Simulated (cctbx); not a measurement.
# Y2PbS5: precision against data quality

Space group Pnma (no. 62), a = 12.0920 Å, b = 8.0070 Å, c = 7.4980 Å, α = 90.00°, β = 90.00°, γ = 90.00°.

```
atom  mult.       x       y       z  Ueq (Å²)
 Pb1      4  0.9937     1/4  0.5800    0.0081
  Y1      8  0.1854  0.5025  0.9876    0.0158
  S1      4  0.2095     1/4  0.6971    0.0230
  S2      4  0.9970     1/4  0.9448    0.0112
  S3      4  0.8158     1/4  0.3246    0.0115
  S4      8  0.9064  0.9573  0.6588    0.0212
```

This is a model crystal, built by substitution and not relaxed, with assumed displacement parameters.

Five simulated data sets (cctbx; Ag Kα, λ = 0.56087 Å; 1.5 % proportional error) differ in resolution or exposure (noise floor 15 counts in the first three, 8 in the last two). Each is refined with the right model, isotropic at 1.1 Å and anisotropic otherwise. How do the figures of merit and the uncertainties move?

```csv
d min (Å),top counts,"⟨I/σ⟩ (unmerged, absences included)",unique,param. (scale apart),Rint,R1,GooF,largest s.u. xyz (fractional),s.u. U of S1 (Å²),largest error (Å)
1.1,5000,7.4,310,20,0.061,0.0271,1.32,0.00103,0.0021,0.0111
0.84,5000,5.9,689,42,0.079,0.0249,0.90,0.00053,0.0021,0.0077
0.6,5000,3.9,1860,42,0.126,0.0381,0.93,0.00046,0.0014,0.0058
0.75,300,0.9,963,42,0.487,0.0887,0.92,0.00351,0.0098,0.0558
0.75,3000,4.8,963,42,0.092,0.0299,0.92,0.00055,0.0018,0.0100
```

The number of reflections grows roughly as 1/d³: 310, 689 and 1860 here. R1 follows the noise rather than the truth: at 300 counts it is 0.0887, at 3000 counts 0.0299, while GooF is 0.92 and 0.92: the weights 1/σ² carry the noise. The s.u. of U (U11 where anisotropic) for S1 goes 0.0021, 0.0021, 0.0014 Å² with resolution and 0.0098, 0.0018 Å² with exposure.

The 1.1 Å row also differs in its displacement model, so it isn't a clean test of resolution.

Hardware for the 0.6 Å refinement: 0.66 s on 1 thread of Arm Neoverse N1 (shared host), peak memory 0.09 GiB.

[Logs are printed without paths, hosts, clocks, repeated set-up lines and the standing remarks that a program may print on its own settings, such as how far it seeks lower states.]
